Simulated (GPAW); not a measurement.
# Optical response of K

Aim: the dielectric function of K, and the optical constants that follow from it. The cell comes from an older database entry, whose edges can differ from later determinations, mostly by under a per cent.

Program: GPAW 26.7.0. Level of theory: DFT, PBE, plane-wave PAW (GPAW data sets), scalar-relativistic, RPA, optical limit. Results are calculated unless marked as measured.

The database entry behind the starting cell lists a temperature near 5 K, so it need not match the best structure at ambient conditions.

## Step 1: Starting point

Symmetry: Im-3m, No. 229, cubic system. Conventional cell: a = 5.225 Å, b = 5.225 Å, c = 5.225 Å, α = 90.00°, β = 90.00°, γ = 90.00°. Nearest to K lie 8 K at 4.52 Å.

## Step 2: Ground state

The self-consistent density comes first; it also tells whether there is a gap, which decides the occupations and the need for a Drude term.

This step: DFT, PBE, plane-wave PAW (GPAW data sets), scalar-relativistic, ground state (GPAW 26.7.0).

Contents of gs.py:

```python
from ase import Atoms
from ase.dft.bandgap import bandgap
from gpaw import GPAW, PW, FermiDirac

atoms = Atoms(['K'],
              cell=[[-2.612500000000, 2.612500000000, 2.612500000000],
                    [2.612500000000, -2.612500000000, 2.612500000000],
                    [2.612500000000, 2.612500000000, -2.612500000000]],
              scaled_positions=[[0.000000000000, 0.000000000000, 0.000000000000]],
              pbc=[True, True, True])
atoms.calc = GPAW(mode=PW(500), xc='PBE', kpts={'size': (6, 6, 6), 'gamma': True},
                  occupations=FermiDirac(0.05), maxiter=150, txt='gs.txt')
print('energy (eV)', atoms.get_potential_energy())
print('Fermi level (eV)', atoms.calc.get_fermi_level())
print('valence electrons', atoms.calc.get_number_of_electrons())
print('gap (eV)', bandgap(atoms.calc, output=None)[0])
print('direct gap (eV)', bandgap(atoms.calc, direct=True, output=None)[0])
atoms.calc.write('gs.gpw')
```

Launch:

```
$ OMP_NUM_THREADS=1 python gs.py
```

Numbers of over 12 decimals in the logs are rounded to 6 here.

Log:

```text
__  _  _
 | _ |_)|_||  |
 |__||  | ||/\| - 26.7.0

Versions:
  Python: 3.12.14
  ASE:    3.29.0
  Numpy:  2.5.5
  Scipy:  1.18.1
  Libxc:  7.0.0

Input parameters:
  mode=PW(ecut=500.0),
  kpts=MonkhorstPack(size=(6, 6, 6), gamma=True),
  maxiter=150,
  occupations=Occupations(name='fermi-dirac', width=0.05, fixmagmom=False),
  xc=XC(name='PBE')

Diagonalizing LCAO Hamiltonian
Converting LCAO to pw mode

       K

Atoms  # Å, Bohr magnetons
|   | symbol |        x |        y |        z |    initial magnetic moments |
| 0 |      K | 0.000000 | 0.000000 | 0.000000 | ( 0.0000,  0.0000,  0.0000) |

Unit cell  # Å
| periodic |         x |         y |         z |  lengths |     angles |
|      yes | -2.612500 |  2.612500 |  2.612500 | 4.524983 | 109.471221 |
|      yes |  2.612500 | -2.612500 |  2.612500 | 4.524983 | 109.471221 |
|      yes |  2.612500 |  2.612500 | -2.612500 | 4.524983 | 109.471221 |

Number of symmetries: 48
Symmetry operations  # r_c * U_cc + t_c -> r_c
|    | kind |            matrix            |
|  0 |  σ   |  1, 1, 1,  0, 0,-1,  0,-1, 0 |
|  1 |  C4  |  1, 1, 1,  0, 0,-1, -1, 0, 0 |
|  2 |  C2  |  1, 1, 1,  0,-1, 0,  0, 0,-1 |
|  3 |  S6  |  1, 1, 1,  0,-1, 0, -1, 0, 0 |
|  4 |  S6  |  1, 1, 1, -1, 0, 0,  0, 0,-1 |
|  5 |  C4  |  1, 1, 1, -1, 0, 0,  0,-1, 0 |
|  6 |  E   |  1, 0, 0,  0, 1, 0,  0, 0, 1 |
|  7 |  σ   |  1, 0, 0,  0, 1, 0, -1,-1,-1 |
|  8 |  σ   |  1, 0, 0,  0, 0, 1,  0, 1, 0 |
|  9 |  C3  |  1, 0, 0,  0, 0, 1, -1,-1,-1 |
| 10 |  C3  |  1, 0, 0, -1,-1,-1,  0, 1, 0 |
| 11 |  σ   |  1, 0, 0, -1,-1,-1,  0, 0, 1 |
| 12 |  σ   |  0, 1, 0,  1, 0, 0,  0, 0, 1 |
| 13 |  C2  |  0, 1, 0,  1, 0, 0, -1,-1,-1 |
| 14 |  C3  |  0, 1, 0,  0, 0, 1,  1, 0, 0 |
| 15 |  S4  |  0, 1, 0,  0, 0, 1, -1,-1,-1 |
| 16 |  S4  |  0, 1, 0, -1,-1,-1,  1, 0, 0 |
| 17 |  C3  |  0, 1, 0, -1,-1,-1,  0, 0, 1 |
| 18 |  C3  |  0, 0, 1,  1, 0, 0,  0, 1, 0 |
| 19 |  S4  |  0, 0, 1,  1, 0, 0, -1,-1,-1 |
| 20 |  σ   |  0, 0, 1,  0, 1, 0,  1, 0, 0 |
| 21 |  C3  |  0, 0, 1,  0, 1, 0, -1,-1,-1 |
| 22 |  C2  |  0, 0, 1, -1,-1,-1,  1, 0, 0 |
| 23 |  S4  |  0, 0, 1, -1,-1,-1,  0, 1, 0 |
| 24 |  C4  |  0, 0,-1,  1, 1, 1,  0,-1, 0 |
| 25 |  σ   |  0, 0,-1,  1, 1, 1, -1, 0, 0 |
| 26 |  S6  |  0, 0,-1,  0,-1, 0,  1, 1, 1 |
| 27 |  C2  |  0, 0,-1,  0,-1, 0, -1, 0, 0 |
| 28 |  C4  |  0, 0,-1, -1, 0, 0,  1, 1, 1 |
| 29 |  S6  |  0, 0,-1, -1, 0, 0,  0,-1, 0 |
| 30 |  S6  |  0,-1, 0,  1, 1, 1,  0, 0,-1 |
| 31 |  C4  |  0,-1, 0,  1, 1, 1, -1, 0, 0 |
| 32 |  C4  |  0,-1, 0,  0, 0,-1,  1, 1, 1 |
| 33 |  S6  |  0,-1, 0,  0, 0,-1, -1, 0, 0 |
| 34 |  σ   |  0,-1, 0, -1, 0, 0,  1, 1, 1 |
| 35 |  C2  |  0,-1, 0, -1, 0, 0,  0, 0,-1 |
| 36 |  C2  | -1, 0, 0,  1, 1, 1,  0, 0,-1 |
| 37 |  S6  | -1, 0, 0,  1, 1, 1,  0,-1, 0 |
| 38 |  S6  | -1, 0, 0,  0, 0,-1,  1, 1, 1 |
| 39 |  C2  | -1, 0, 0,  0, 0,-1,  0,-1, 0 |
| 40 |  C2  | -1, 0, 0,  0,-1, 0,  1, 1, 1 |
| 41 |  i   | -1, 0, 0,  0,-1, 0,  0, 0,-1 |
| 42 |  S4  | -1,-1,-1,  1, 0, 0,  0, 1, 0 |
| 43 |  C3  | -1,-1,-1,  1, 0, 0,  0, 0, 1 |
| 44 |  C3  | -1,-1,-1,  0, 1, 0,  1, 0, 0 |
| 45 |  σ   | -1,-1,-1,  0, 1, 0,  0, 0, 1 |
| 46 |  S4  | -1,-1,-1,  0, 0, 1,  1, 0, 0 |
| 47 |  C2  | -1,-1,-1,  0, 0, 1,  0, 1, 0 |

BZ-sampling:
  Number of BZ points: 216
  Number of IBZ points: 16

  Monkhorst-Pack size: [6, 6, 6]
  Monkhorst-Pack shift: [0.083333, 0.083333, 0.083333]

K-points  # in reciprocal-cell coordinates
|     |                                coordinates |     weight |
|   0 | (  0.00000000,   0.00000000,   0.00000000) | 0.00462963 |
|   1 | (  0.16666667,   0.00000000,   0.00000000) | 0.05555556 |
|   2 | (  0.16666667,   0.16666667,  -0.16666667) | 0.02777778 |
|   3 | (  0.33333333,   0.00000000,  -0.16666667) | 0.11111111 |
|   4 | (  0.33333333,   0.00000000,   0.00000000) | 0.05555556 |
|   5 | (  0.33333333,   0.16666667,  -0.16666667) | 0.11111111 |
|   6 | (  0.33333333,   0.33333333,  -0.33333333) | 0.02777778 |
|   7 | (  0.33333333,   0.33333333,   0.16666667) | 0.05555556 |
|   8 | (  0.33333333,   0.33333333,   0.33333333) | 0.03703704 |
|   9 | (  0.50000000,   0.16666667,   0.16666667) | 0.03703704 |
| ... |                                            |            |
|  15 | (  0.50000000,   0.50000000,   0.50000000) | 0.00462963 |

Plane wave coefficients: 1865
Cutoff: 500.0 eV

Spin-components: 1 (collinear spins)
Bands:           5
Projectors:      5
Spin-degeneracy: 2
Datatype:        complex128

Parallelization:
  kpt:    1
  domain: 1
  band:   1

Density:
  Valence electrons: 9.0
  Components: 1
  Grid points: [24 24 24]
  Charge: 0.0  # |e|

Potential:
  Grid points: [24 24 24]

species:
  K:
    name:    Potassium
    id:
    Z:       19.0
    valence: 9
    core:    10
    charge:  0.0  # [|e|]
    compensation charges:
      type: gauss
      rc: 0.35  # [Å]
      lmax: 2
    cutoffs:
      filter: 1.91  # [Å]
      core: 1.27  # [Å]
    projectors
    | kind |    occ | energy [eV] | rcut [Å] |
    |   3s |  2.000 |     -35.338 |    1.122 |
    |   4s |  1.000 |      -2.319 |    1.122 |
    |   3p |  6.000 |     -18.813 |    1.106 |
    |    p |        |       8.398 |    1.106 |
    |    d |        |       0.000 |    0.937 |

    Using partial waves for K as LCAO basis

Reference energy: -16382.253218  # eV

eigensolver:
  PPCG
  Converge bands: occupied
  niter=2

density mixing:
  MSR1-Mixer
  Pratt-step length: 0.05
  Maximum mixing coefficient: 0.75
  Old densities: 10
  SVD Regularization: 0.005
  Good broyden scale: 1.0
  Trust region scale: 1.0
  Backstep threshold: 4.0
  History deletion threshold: 6.0
  Fourier metric: weight=20.0, sigma=0.015

occupation numbers:
  Fermi-Dirac:
    width: 0.0500  # eV

poisson solver:
  ecut: 4000.0  # eV

xc functional:
  name: PBE with 2 nearest neighbor stencil

convergence criteria:
- Maximum [total energy] change in last 3 cyles: 0.0005 eV / valence electron
- Maximum integral of absolute [dens]ity change: 0.0001 electrons / valence electron
- Maximum integral of absolute [eigenst]ate change: 4e-08 eV^2 / valence electron
maximum number of iterations: 150

SCF iterations
|iter     |      energy | eigst |  dens |
|iter:   1||   -1.410365 | -0.00 |       |
|iter:   2||   -1.381019 | -1.99 | -1.26 |
|iter:   3||   -1.203044 | -1.16 | -1.30 |
|iter:   4||   -1.197287 | -2.13 | -1.76 |
|iter:   5||   -1.197853 | -4.15 | -2.09 |
|iter:   6||   -1.197852c| -5.72 | -3.49 |
|iter:   7||   -1.197852c| -7.05 | -3.86 |
|iter:   8||   -1.197852c| -7.59c| -5.00c|

Converged in 8 steps
SCF loop duration: 3.195 s (0.399 s/step)
Energy contributions relative to reference atoms: (reference = -16382.253218)

Energy contributions:
  Kinetic:          -2.989065
  Coulomb:           3.625887
  Zero:             -0.651196
  External:          0.000000
  Xc:               -1.175766
  Entropy:          -0.015425
  Spinorbit:         0.000000
  ----------------------------
  Free energy:      -1.205564
  Extrapolated:     -1.197852

dipole moment: (-9.529204, -9.529204, -9.529204)  # |e|*Ang

Fermi level: 1.133
Eigenvalues  # (at kpt = [0.000, 0.000, 0.000])
| band index |      eig [eV] | occ [0-2] |
|          0 |       -30.974 |     2.000 |
|          1 |       -14.455 |     2.000 |
|          2 |       -14.455 |     2.000 |
|          3 |       -14.455 |     2.000 |
|          4 |        -1.085 |     2.000 |

No gap
No difference between direct/indirect transitions

--- standard output ---
energy (eV) -1.197852
Fermi level (eV) 1.132720
valence electrons 9.0
gap (eV) 0.0
direct gap (eV) 0.0
```

The job ended after 6 s (1 thread of Intel Xeon at 2.70GHz, shared host; peak memory 0.14 GiB).

Read-outs, printed or worked out from the files:

```
energy       : -1.198 eV
Fermi energy : 1.133 eV
electrons    : 9
```

There are states at the Fermi level within the smearing, so the occupations stay smeared and the carriers get a Drude term.

## Step 3: Bands for the response

At the fixed density, many empty bands are solved on the mesh of the response, since the spectrum sums over them.

This step: DFT, PBE, plane-wave PAW (GPAW data sets), scalar-relativistic, bands at fixed density (GPAW 26.7.0).

Contents of nscf.py:

```python
from ase.dft.bandgap import bandgap
from gpaw import GPAW, FermiDirac

calc = GPAW('gs.gpw').fixed_density(kpts={'size': (12, 12, 12), 'gamma': True}, nbands=45, convergence={'bands': 39},
                                    occupations=FermiDirac(0.05), txt='nscf.txt')
print('gap (eV)', bandgap(calc, output=None)[0])
print('direct gap (eV)', bandgap(calc, direct=True, output=None)[0])
print('top band over the Fermi level (eV)', min(calc.get_eigenvalues(kpt=k)[38] for k in range(len(calc.get_ibz_k_points()))) - calc.get_fermi_level())
calc.write('full.gpw', mode='all')
```

Launch:

```
$ OMP_NUM_THREADS=1 python nscf.py
```

Log:

```text
Diagonalizing LCAO Hamiltonian
Converting LCAO to pw mode
convergence criteria:
- Maximum integral of absolute [eigenst]ate change: 4e-08 eV^2 / valence electron
maximum number of iterations: 150

SCF iterations
|iter     |      energy | eigst |  dens |
|iter:   1||             | +4.04 |       |
|iter:   2||             | +2.72 |       |
|iter:   3||             | +1.57 |       |
|iter:   4||             | +0.47 |       |
|iter:   5||             | -0.60 |       |
|iter:   6||             | -1.59 |       |
|iter:   7||             | -2.57 |       |
|iter:   8||             | -3.43 |       |
|iter:   9||             | -4.31 |       |
|iter:  10||             | -5.11 |       |
|iter:  11||             | -5.89 |       |
|iter:  12||             | -6.64 |       |
|iter:  13||             | -7.31 |       |
|iter:  14||             | -7.82c|       |
SCF steps: 14
  __  _  _
 | _ |_)|_||  |
 |__||  | ||/\| - 26.7.0

Versions:
  Python: 3.12.14
  ASE:    3.29.0
  Numpy:  2.5.5
  Scipy:  1.18.1
  Libxc:  7.0.0

Input parameters:
  mode=PW(ecut=500.0),
  convergence={'bands': 39},
  gpts=array([24, 24, 24]),
  kpts=MonkhorstPack(size=(12, 12, 12), gamma=True),
  maxiter=150,
  nbands=45,
  occupations=Occupations(name='fermi-dirac', width=0.05, fixmagmom=False),
  parallel={},
  xc=XC(name='PBE')

--- standard output ---
gap (eV) 0.0
direct gap (eV) 0.0
top band over the Fermi level (eV) 27.601231
```

Elapsed: 2.2 min, on 1 thread; peak memory 0.25 GiB.

## Step 4: Dielectric function, RPA

Local fields let the induced charge screen the field inside the cell, which as a rule lowers ε, most along directions where the density is uneven.

This step: DFT, PBE, plane-wave PAW (GPAW data sets), scalar-relativistic, RPA, optical limit (GPAW 26.7.0).

Contents of df.py:

```python
from gpaw.response.df import DielectricFunction

df = DielectricFunction('full.gpw', frequencies={'type': 'nonlinear', 'domega0': 0.03, 'omega2': 8},
                        ecut=50,
                        eta=0.15,
                        nbands=39,
                        rate=0.05,
                        txt='df.txt')
for direction in ['x']:
    df.get_dielectric_function(xc='RPA', direction=direction, filename=f'df_{direction}.csv')
```

Launch:

```
$ OMP_NUM_THREADS=1 python df.py
```

Log:

```text
Using integrator: PointIntegrator
NonLinearFrequencyDescriptor(from 0.000 to 64.253 eV, 496 points)
Nonperiodic BCs:  [False False False]
Using integrator: PointIntegrator
NonLinearFrequencyDescriptor(from 0.000 to 64.253 eV, 496 points)
Nonperiodic BCs:  [False False False]
Using integrator: PointIntegrator

Calculating chi0 body with:
    Ground state adapter containing:
    Number of spins: 1
    Number of kpoints: 1728
    Number of irreducible kpoints: 72
    Number of completely occupied states: 4
    Number of partially occupied states: 6

    Linear response parametrization:
    q_c: [0.0, 0.0, 0.0]
    Number of frequency points: 496
    Planewave cutoff: 50.0
    Number of bands: 39
    Number of planewaves: 55
    Broadening (eta): 0.15

Integrating chi0 body.

Symmetries of q_c:
    Direct symmetries (Uq -> q): 48
    Indirect symmetries (TUq -> q): 0
In total 48 allowed symmetries.

72 groups of equivalent kpoints. 95.833333% reduction.

Integral kind: spectral function

Calculating chi0 optical extensions with:
    Ground state adapter containing:
    Number of spins: 1
    Number of kpoints: 1728
    Number of irreducible kpoints: 72
    Number of completely occupied states: 4
    Number of partially occupied states: 6

    Linear response parametrization:
    Number of frequency points: 496
    Planewave cutoff: 50.0
    Number of bands: 39
    Number of planewaves: 55
    Broadening (eta): 0.15
Integrating chi0 head and wings.

Symmetries of q_c:
    Direct symmetries (Uq -> q): 48
    Indirect symmetries (TUq -> q): 0
In total 48 allowed symmetries.

72 groups of equivalent kpoints. 95.833333% reduction.

Integral kind: spectral function wings

Calculating drude chi0 with:
    Number of frequency points:496
    Plasma frequency decay rate: 0.05 eV

    Ground state adapter containing:
    Number of spins: 1
    Number of kpoints: 1728
    Number of irreducible kpoints: 72
    Number of completely occupied states: 4
    Number of partially occupied states: 6

Symmetries of q_c:
    Direct symmetries (Uq -> q): 48
    Indirect symmetries (TUq -> q): 0
In total 48 allowed symmetries.

72 groups of equivalent kpoints. 95.833333% reduction.

Integral kind: intraband
Plasma frequency:
[[4.45-0.j 0.  +0.j 0.  -0.j]
 [0.  +0.j 4.45-0.j 0.  -0.j]
 [0.  -0.j 0.  +0.j 4.45-0.j]]
```

The job ended after 20 s (1 thread; peak memory 0.25 GiB).

This step gave:

```
centre of weight of the strongest loss peak in the window : 3.984 eV
```

Sum at mesh points, not converged in k. Table of Im ε, E ∥ x by photon energy; read off at these points:

```csv
photon energy (eV),"Im ε, E ∥ x"
0.5,15.6
1.0,2.00
1.5,0.789
2.0,0.371
2.5,0.213
3.0,0.169
3.5,0.115
4.0,0.0896
4.5,0.0990
5.0,0.195
5.5,0.133
6.0,0.180
6.5,0.198
7.0,0.196
7.5,0.203
8.0,0.150
8.5,0.127
9.0,0.0733
9.5,0.0603
10.0,0.0378
10.5,0.0287
11.0,0.0257
11.5,0.0244
12.0,0.0222
12.5,0.0229
13.0,0.0103
13.5,0.0136
```

Values under 1 per cm are given as 1; sum at mesh points, not converged in k. The absorption coefficient, E ∥ x by photon energy:

photon energy (eV), log10 absorption coefficient, E ∥ x (1/cm) and a bar from the least value:
```
      0.5        5.6 ##############################
      1.0        5.6 ##############################
      1.5        5.6 ##############################
      2.0        5.6 #############################
      2.5        5.5 ############################
      3.0        5.5 ###########################
      3.5        5.3 #########################
      4.0        4.9 ##################
      4.5        4.6 #############
      5.0        4.9 #################
      5.5        4.7 ##############
      6.0        4.8 #################
      6.5        4.9 #################
      7.0        4.9 ##################
      7.5        4.9 ###################
      8.0        4.8 #################
      8.5        4.8 ################
      9.0        4.6 ############
      9.5        4.5 ###########
     10.0        4.3 ########
     10.5        4.2 ######
     11.0        4.2 ######
     11.5        4.2 #####
     12.0        4.1 #####
     12.5        4.2 #####
     13.0        3.8 
     13.5        4.0 ##
```

The loss function −Im 1/ε at q → 0, E ∥ x has structure finer than the step of the table below, so its rows give means over 0.25 eV, whole bins alone (the curve runs from 0.305 to 14.0 eV). Peaks (eV: height): 3.980: 11.2.

Sum at mesh points, not converged in k. Table of loss function −Im 1/ε at q → 0, E ∥ x by energy loss; means over each step:

| energy loss (eV) | loss function −Im 1/ε at q → 0, E ∥ x |
| --- | --- |
| 0.50 | 0.00262 |
| 0.75 | 0.00413 |
| 1.00 | 0.00593 |
| 1.25 | 0.00856 |
| 1.50 | 0.0139 |
| 1.75 | 0.0178 |
| 2.00 | 0.0282 |
| 2.25 | 0.0441 |
| 2.50 | 0.0571 |
| 2.75 | 0.0986 |
| 3.00 | 0.170 |
| 3.25 | 0.287 |
| 3.50 | 0.821 |
| 3.75 | 2.95 |
| 4.00 | 8.75 |
| 4.25 | 2.64 |
| 4.50 | 0.905 |
| 4.75 | 0.794 |
| 5.00 | 0.878 |
| 5.25 | 0.444 |
| 5.50 | 0.339 |
| 5.75 | 0.439 |
| 6.00 | 0.404 |
| 6.25 | 0.295 |
| 6.50 | 0.314 |
| 6.75 | 0.398 |
| 7.00 | 0.348 |
| 7.25 | 0.310 |
| 7.50 | 0.336 |
| 7.75 | 0.266 |
| 8.00 | 0.236 |
| 8.25 | 0.208 |
| 8.50 | 0.194 |
| 8.75 | 0.134 |
| 9.00 | 0.107 |
| 9.25 | 0.103 |
| 9.50 | 0.0819 |
| 9.75 | 0.0537 |
| 10.00 | 0.0464 |
| 10.25 | 0.0476 |
| 10.50 | 0.0341 |
| 10.75 | 0.0251 |
| 11.00 | 0.0272 |
| 11.25 | 0.0272 |
| 11.50 | 0.0251 |
| 11.75 | 0.0241 |
| 12.00 | 0.0220 |
| 12.25 | 0.0206 |
| 12.50 | 0.0204 |
| 12.75 | 0.0117 |
| 13.00 | 0.00963 |
| 13.25 | 0.0118 |
| 13.50 | 0.0121 |
| 13.75 | 0.0130 |

Sum at mesh points, not converged in k. The reflectivity at normal incidence, E ∥ x by photon energy; read off at these points:

| photon energy (eV) | reflectivity at normal incidence, E ∥ x (%) |
| --- | --- |
| 0.5 | 95.5 |
| 1.0 | 95.3 |
| 1.5 | 93.4 |
| 2.0 | 92.0 |
| 2.5 | 90.2 |
| 3.0 | 84.3 |
| 3.5 | 76.3 |
| 4.0 | 40.9 |
| 4.5 | 7.48 |
| 5.0 | 5.01 |
| 5.5 | 1.54 |
| 6.0 | 1.51 |
| 6.5 | 0.682 |
| 7.0 | 0.957 |
| 7.5 | 0.875 |
| 8.0 | 0.575 |
| 8.5 | 0.488 |
| 9.0 | 0.240 |
| 9.5 | 0.181 |
| 10.0 | 0.0717 |
| 10.5 | 0.0425 |
| 11.0 | 0.0116 |
| 11.5 | 0.00482 |
| 12.0 | 0.00345 |
| 12.5 | 0.00691 |
| 13.0 | 0.0171 |
| 13.5 | 0.0344 |

Sum at mesh points, not converged in k. Im ε, E ∥ x against photon energy; read off at these points:

| photon energy (eV) | without local fields | with local fields |
| --- | --- | --- |
| 0.5 | 15.6 | 15.6 |
| 1.0 | 2.00 | 2.00 |
| 1.5 | 0.803 | 0.789 |
| 2.0 | 0.381 | 0.371 |
| 2.5 | 0.219 | 0.213 |
| 3.0 | 0.176 | 0.169 |
| 3.5 | 0.121 | 0.115 |
| 4.0 | 0.0936 | 0.0896 |
| 4.5 | 0.102 | 0.0990 |
| 5.0 | 0.192 | 0.195 |
| 5.5 | 0.137 | 0.133 |
| 6.0 | 0.182 | 0.180 |
| 6.5 | 0.206 | 0.198 |
| 7.0 | 0.187 | 0.196 |
| 7.5 | 0.167 | 0.203 |
| 8.0 | 0.106 | 0.150 |
| 8.5 | 0.0737 | 0.127 |
| 9.0 | 0.0411 | 0.0733 |
| 9.5 | 0.0295 | 0.0603 |
| 10.0 | 0.0198 | 0.0378 |
| 10.5 | 0.0154 | 0.0287 |
| 11.0 | 0.0191 | 0.0257 |
| 11.5 | 0.0142 | 0.0244 |
| 12.0 | 0.0110 | 0.0222 |
| 12.5 | 0.0143 | 0.0229 |
| 13.0 | 0.0109 | 0.0103 |
| 13.5 | 0.0126 | 0.0136 |

At chosen wavelengths:

```csv
wavelength (nm),n,k,R (%),1/α
1550,0.36,5.419,95.4,23 nm
633,0.10,1.965,92.4,26 nm
532,0.09,1.563,90.0,27 nm
405,0.08,0.953,84.3,34 nm
365,0.08,0.696,80.8,42 nm
308,0.25,0.179,37.2,137 nm
193,0.88,0.097,0.7,159 nm
```

In reflection the computed colour is near white: x = 0.316, y = 0.333, luminous reflectivity 90 %.

## Step 5: Outcome

```yaml
centre_of_weight_of_the_strongest_loss_peak_in_the_window_first_axis: 3.98 eV
```

In words: At this level (PBE, RPA) K is a metal. The mesh is too coarse to trust the carriers' weight, the reflectivity or the colour to better than tens of per cent. In reflection the computed colour is near white: x = 0.316, y = 0.333, luminous reflectivity 90 %. The carriers' damping of 0.05 eV is typed, not computed; it shapes the response at the lowest energies. GPAW's carrier term has the form −ωp²/(ω + i·rate)², which damps like twice the rate and fails at low energy, so the curves leave the lowest energies out. The sum runs over mesh points 0.14 Å⁻¹ apart with no interpolation, so peaks are partly noise of the mesh, and the Drude plasma energy, a sum over the Fermi surface, isn't converged.

[Machine, clock and banner lines and Python warnings are left out of the logs.]

[Logs are printed without paths, hosts, clocks, repeated set-up lines and the standing remarks that a program may print on its own settings, such as how far it seeks lower states.]

[Hosts, paths, dates, database ids (printed as entryN), source tags and the programs' standing remarks are cut or masked in the printed files.]
